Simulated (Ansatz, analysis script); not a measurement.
# Calculated records

```xyz
1
Lattice="2.740 0.000 0.000 0.000 2.740 0.000 0.000 0.000 14.000" Properties=species:S:1:pos:R:3 subject="Free-standing square Ti monolayer, spacing 2.74 Å: magnetic anisotropy by several levels" method="LDA, PAW set soft_1 (files made for PBE); spinors with self-consistent spin–orbit coupling, one run a direction (and 3 further levels or steps)" program="Ansatz 0.2.0 and analysis script 1" settings_of_one_run="cutoff 420 eV, 34×34×1 k-mesh, Fermi-Dirac occupations, smearing width 0.1 eV, starting moments 0.67 μB" notes="All of this holds for the ferromagnetic order, the only one run; whether the real compound orders so is not tested. The cell was taken as built, with atoms unrelaxed. In doubt: the program’s search for lower states was switched off, so a lower magnetic state than those reached may exist." easy_direction_among_those_tried_spin_orbit_part="not resolved" hardest_less_easiest_direction_mesh_34x34x1="0.0035 meV a cell of 1 atom" orbital_moment_of_ti_no_1_along_its_axis_moments_normal="-0.0123 μB"
Ti    0.000    0.000    7.000
```

[Logs and program files are shortened in this print: banners, set-up blocks, solver, clock and traceback lines can be left out without a mark of their own.]

[Logs are printed without paths, hosts, clocks, repeated set-up lines and the standing remarks that a program may print on its own settings, such as how far it seeks lower states.]

[Hosts, paths, dates, database ids (printed as entryN), source tags and the programs' standing remarks are cut or masked in the printed files.]
